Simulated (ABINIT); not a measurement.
## A GW chain in ABINIT: NaCl (Fm-3m)

How does a plane-wave GW calculation on NaCl (Fm-3m) run from the first input to the gap?

Main program and level: ABINIT 10.8.3; PBE and many-body steps on it, plane waves.

Report form: the programs' logs are mostly left out.

The database entry behind the starting cell differs from later determinations by our own check (an axis about 0.4 % short against later determinations), so it need not match the best structure at ambient conditions.

### 1. Starting point

Symmetry: Fm-3m, No. 225, cubic system. The conventional cell has a = 5.620 Å, b = 5.620 Å, c = 5.620 Å, α = 90.00°, β = 90.00°, γ = 90.00°. Na has 6 Cl at 2.81 Å nearest. Nearest to Cl lie 6 Na at 2.81 Å. Farther neighbours and most contacts between anions are not listed.

The cell and positions come from the Crystallography Open Database and are kept as given unless a step says otherwise.

### 2. Ground state

This step: ABINIT 10.8.3; DFT, PBE, plane waves, norm-conserving pseudopotentials.

The ground-state density comes first.

run.abi reads:

```
acell 3*1.0 Angstrom
rprim 
  0.000000000000 2.810000000000 2.810000000000
  2.810000000000 0.000000000000 2.810000000000
  2.810000000000 2.810000000000 0.000000000000
ntypat 2
znucl 11 17
natom 2
typat 1 2
xred 
  0.000000000000 0.000000000000 0.000000000000
  0.500000000000 0.500000000000 0.500000000000
pp_dirpath "pseudos"
pseudos "Na.upf, Cl.upf"
ecut 38
ngkpt 6 6 6
nshiftk 1
shiftk 0 0 0
kptopt 1
chksymbreak 0
nband 13
occopt 1
tolvrs 1e-10
nstep 60
prtwf 0
optforces 0
optstress 0
indata_prefix "in"
outdata_prefix "out"
tmpdata_prefix "tmp"
```

Command:

```bash
$ OMP_NUM_THREADS=1 mpirun -n 4 abinit run.abi > log
```

Run time: 7.7 s. Hardware: 4 MPI ranks of Arm Neoverse V2, shared host; peak memory 0.32 GiB; 30 s of CPU time.

Numbers from this step:

```yaml
total_energy: -1693.8034 eV
gap: 5.150 eV
k_of_the_valence_top: 0, 0, 0
k_of_the_conduction_bottom: 0, 0, 0
least_direct_gap: 5.150 eV
```

The gap is direct, at Γ.

### 3. Bands along the symmetry lines

Levels along a band path, at the cheap level, show where the edges lie and whether the meshes to come will hold them.

run.abi reads:

```
acell 3*1.0 Angstrom
rprim 
  0.000000000000 2.810000000000 2.810000000000
  2.810000000000 0.000000000000 2.810000000000
  2.810000000000 2.810000000000 0.000000000000
ntypat 2
znucl 11 17
natom 2
typat 1 2
xred 
  0.000000000000 0.000000000000 0.000000000000
  0.500000000000 0.500000000000 0.500000000000
pp_dirpath "pseudos"
pseudos "Na.upf, Cl.upf"
ecut 38
iscf -2
irdden 1
kptopt 0
nkpt 50
kpt 
  0.00000000 0.00000000 0.00000000
  0.06250000 0.00000000 0.06250000
  0.12500000 0.00000000 0.12500000
  0.18750000 0.00000000 0.18750000
  0.25000000 0.00000000 0.25000000
  0.31250000 0.00000000 0.31250000
  0.37500000 0.00000000 0.37500000
  0.43750000 0.00000000 0.43750000
  0.50000000 0.00000000 0.50000000
  0.51562500 0.03125000 0.51562500
  0.53125000 0.06250000 0.53125000
  0.54687500 0.09375000 0.54687500
  0.56250000 0.12500000 0.56250000
  0.57812500 0.15625000 0.57812500
  0.59375000 0.18750000 0.59375000
  0.60937500 0.21875000 0.60937500
  0.62500000 0.25000000 0.62500000
  0.37500000 0.37500000 0.75000000
  0.32812500 0.32812500 0.65625000
  0.28125000 0.28125000 0.56250000
  0.23437500 0.23437500 0.46875000
  0.18750000 0.18750000 0.37500000
  0.14062500 0.14062500 0.28125000
  0.09375000 0.09375000 0.18750000
  0.04687500 0.04687500 0.09375000
  0.00000000 0.00000000 0.00000000
  0.06250000 0.06250000 0.06250000
  0.12500000 0.12500000 0.12500000
  0.18750000 0.18750000 0.18750000
  0.25000000 0.25000000 0.25000000
  0.31250000 0.31250000 0.31250000
  0.37500000 0.37500000 0.37500000
  0.43750000 0.43750000 0.43750000
  0.50000000 0.50000000 0.50000000
  0.50000000 0.46875000 0.53125000
  0.50000000 0.43750000 0.56250000
  0.50000000 0.40625000 0.59375000
  0.50000000 0.37500000 0.62500000
  0.50000000 0.34375000 0.65625000
  0.50000000 0.31250000 0.68750000
  0.50000000 0.28125000 0.71875000
  0.50000000 0.25000000 0.75000000
  0.50000000 0.21875000 0.71875000
  0.50000000 0.18750000 0.68750000
  0.50000000 0.15625000 0.65625000
  0.50000000 0.12500000 0.62500000
  0.50000000 0.09375000 0.59375000
  0.50000000 0.06250000 0.56250000
  0.50000000 0.03125000 0.53125000
  0.50000000 0.00000000 0.50000000
istwfk *1
nband 15
nbdbuf 2
tolwfr 1e-08
nstep 40
prtwf 0
prtvol 0
indata_prefix "in"
outdata_prefix "out"
tmpdata_prefix "tmp"
```

Elapsed: 11 s, on 4 MPI ranks; peak memory 0.3 GiB.

This step gave:

- gap: 5.150 eV
- k of the valence top: 0, 0, 0
- k of the conduction bottom: 0, 0, 0
- least direct gap: 5.150 eV

The gap is 5.150 eV, as in the run before at this level.

Electronic bands along the path, in eV, zero at the top of the highest filled band; v1 is the highest filled band, c1 the lowest empty one:

```
    point      v4     v3     v2     v1    c1     c2     c3     c4
        Γ  -12.68   0.00   0.00   0.00  5.15  11.06  11.06  11.06
  halfway  -12.47  -1.08  -0.32  -0.32  7.13   9.10  10.83  12.41
        X  -12.29  -1.69  -0.61  -0.61  7.55   8.05  11.40  14.88
  halfway  -12.28  -1.62  -0.77  -0.58  7.79   8.33  11.15  13.72
        U  -12.28  -1.43  -1.13  -0.50  8.24   9.04  10.59  12.74
jump to K  -12.28  -1.43  -1.13  -0.50  8.24   9.04  10.59  12.74
  halfway  -12.45  -1.24  -0.48  -0.16  7.32   9.68  10.76  11.84
        Γ  -12.68   0.00   0.00   0.00  5.15  11.06  11.06  11.06
  halfway  -12.51  -1.11  -0.14  -0.14  6.62  10.01  11.34  11.34
        L  -12.34  -1.95  -0.27  -0.27  7.28  10.72  10.92  10.92
  halfway  -12.30  -1.67  -0.77  -0.42  8.34   9.55  10.28  11.69
        W  -12.27  -1.20  -1.20  -0.76  8.84   9.71   9.71  11.37
  halfway  -12.28  -1.55  -0.80  -0.69  8.07   8.54  10.89  12.75
        X  -12.29  -1.69  -0.61  -0.61  7.55   8.05  11.40  14.88
```

### 4. Empty states on the mesh, 4×4×4 mesh, 41 bands

The sums over transitions need many empty states on a uniform mesh; this step solves for them.

run.abi reads:

```
acell 3*1.0 Angstrom
rprim 
  0.000000000000 2.810000000000 2.810000000000
  2.810000000000 0.000000000000 2.810000000000
  2.810000000000 2.810000000000 0.000000000000
ntypat 2
znucl 11 17
natom 2
typat 1 2
xred 
  0.000000000000 0.000000000000 0.000000000000
  0.500000000000 0.500000000000 0.500000000000
pp_dirpath "pseudos"
pseudos "Na.upf, Cl.upf"
ecut 38
ngkpt 4 4 4
nshiftk 1
shiftk 0 0 0
kptopt 1
chksymbreak 0
iscf -2
irdden 1
istwfk *1
nband 41
nbdbuf 4
tolwfr 1e-09
nstep 60
prtvol 0
indata_prefix "in"
outdata_prefix "out"
tmpdata_prefix "tmp"
```

Wall time 6.5 s (4 MPI ranks); peak memory 0.28 GiB; 25 s of CPU time.

Numbers from this step:

```yaml
gap: 5.150 eV
k_of_the_valence_top: 0, 0, 0
k_of_the_conduction_bottom: 0, 0, 0
least_direct_gap: 5.150 eV
k_points_computed: 8
lowest_point_of_the_top_converged_band_above_the_valence_top: 39.41 eV
```

On this mesh the gap is 5.150 eV.

### 5. Screening, 4×4×4 mesh, 37 bands, screening to 106.1 eV

The RPA dielectric matrix is built and inverted for each q.

This step: RPA screening on PBE, plane waves, norm-conserving pseudopotentials.

Edit run.abi of step 4 so:

```diff
@@ -20,10 +20,11 @@
 chksymbreak 0
-iscf -2
-irdden 1
 istwfk *1
-nband 41
-nbdbuf 4
-tolwfr 1e-09
-nstep 60
-prtvol 0
+occopt 1
+irdwfk 1
+optdriver 3
+nband 37
+ecuteps 3.9
+inclvkb 2
+awtr 1
+symchi 1
 indata_prefix "in"
```

Wall time 5.5 s (4 MPI ranks); peak memory 0.51 GiB.

Numbers from this step:

```
ε∞ with local fields, on this mesh, along the program's q direction : 2.368
the same without local fields                                       : 2.782
plasma frequency                                                    : 22.30 eV
plane waves in the screening matrix                                 : 113
```

Local fields lower ε∞ by 15 %. On a Γ-centred mesh this coarse the value itself is usually too large, while a short band sum pulls it down.

### 6. Self-energy, 4×4×4 mesh, 37 bands, screening to 106.1 eV

The self-energy is evaluated for the states that the input lists, and the levels follow from it, in one-shot runs by the linearised quasiparticle equation.

This step: G0W0 on PBE, plane waves, norm-conserving pseudopotentials.

Edit run.abi of step 5 so:

```diff
@@ -23,8 +23,15 @@
 irdwfk 1
-optdriver 3
+optdriver 4
 nband 37
+gwcalctyp 0
+ecutsigx 38
+symsigma 1
+nkptgw 1
+kptgw 
+  0.0000000000 0.0000000000 0.0000000000
+bdgw 
+  6 12
 ecuteps 3.9
-inclvkb 2
-awtr 1
-symchi 1
+irdscr 1
+ppmodel 1
 indata_prefix "in"
```

It took 2.6 s on 4 MPI ranks; peak memory 0.17 GiB; 9.9 s of CPU time.

Numbers from this step:

```
G0W0 gap on the points computed              : 7.913 eV
starting gap on the mesh                     : 5.150 eV
k of the valence top                         : 0, 0, 0
k of the conduction bottom                   : 0, 0, 0
Z at the valence top                         : 0.816
Z at the conduction bottom                   : 0.867
least direct G0W0 gap on the computed points : 7.913 eV
```

The gap on the mesh goes from 5.15 eV to 7.91 eV, a correction of +2.76 eV.

Limits: finite bands, cutoff and mesh; coarse k mesh. v1 is the top filled band, c1 the lowest empty one. The levels before and after the correction (eV, zero at the valence-band top of each column):

```
           conduction bottom  valence top
Kohn-Sham               5.15         0.00
     G0W0               7.91         0.00
```

```
             level  energy (eV)
Kohn-Sham  Γ v3-v1        0.000
Kohn-Sham     Γ c1        5.150
Kohn-Sham  Γ c2-c4       11.062
     G0W0  Γ v3-v1        0.000
     G0W0     Γ c1        7.913
     G0W0  Γ c2-c4       14.398
```

### 7. Where the time went

Times are wall times on 4 MPI ranks of Arm Neoverse V2, shared host, good to a factor of about two.

```
                          step   time  share  memory (GiB)
                  ground state  7.7 s   23 %          0.32
bands along the symmetry lines   11 s   32 %           0.3
      empty states on the mesh  6.5 s   20 %          0.28
                     screening  5.5 s   17 %          0.51
                   self-energy  2.6 s    8 %          0.17
```

### 8. Summary of results

```json
{
  "PBE gap": "5.15 eV, direct",
  "G0W0 gap on the mesh": "7.91 eV",
  "GW settings": "4×4×4 mesh, 37 bands, screening to 106.1 eV, Godby-Needs plasmon pole",
  "known limits": "not at the basis limit; coarse k mesh"
}
```

**Reading.** G0W0 moves the gap on the mesh from 5.15 eV to 7.91 eV (+2.76 eV), with Z of 0.82 and 0.87 at the edges. Local fields lower the RPA ε∞ on this mesh from 2.78 to 2.37; a Γ-centred mesh this coarse tends to raise both, most where the direct gap is narrow, while a short band sum lowers them. Only 1 of the mesh's irreducible points was corrected, so a valley elsewhere could overtake. Bands and cutoff are finite, so the gap is not at the basis limit. The miss can reach some tenths of an eV and take either sign; the mesh is an error of its own. In the G0W0 run levels were corrected at 1 k point alone, so a gap called «on the mesh» is the least over those, and an edge elsewhere would be missed. The 4×4×4 mesh is coarse for this cell, which bears on the long-range parts of exchange and screening.

[Paths, hosts, dates, memory and timing lines, banners, echoed tables and standing remarks are left out of the program output.]

[Logs are printed without paths, hosts, clocks, repeated set-up lines and the standing remarks that a program may print on its own settings, such as how far it seeks lower states.]

[Runs of the session that timed out or met a known fault of the program may be left out.]

[Hosts, paths, dates, database ids (printed as entryN), source tags and the programs' standing remarks are cut or masked in the printed files.]

[G0W0 gaps are taken among the corrected bands and points alone; a level outside them can change the order at an edge.]

[Where Ansatz stands beside ABINIT at settings called matched, ABINIT's density can come from a denser mesh and the files from another edition; pairs whose starting gaps differed by over 0.03 eV were left out, so agreement reads better than it is.]
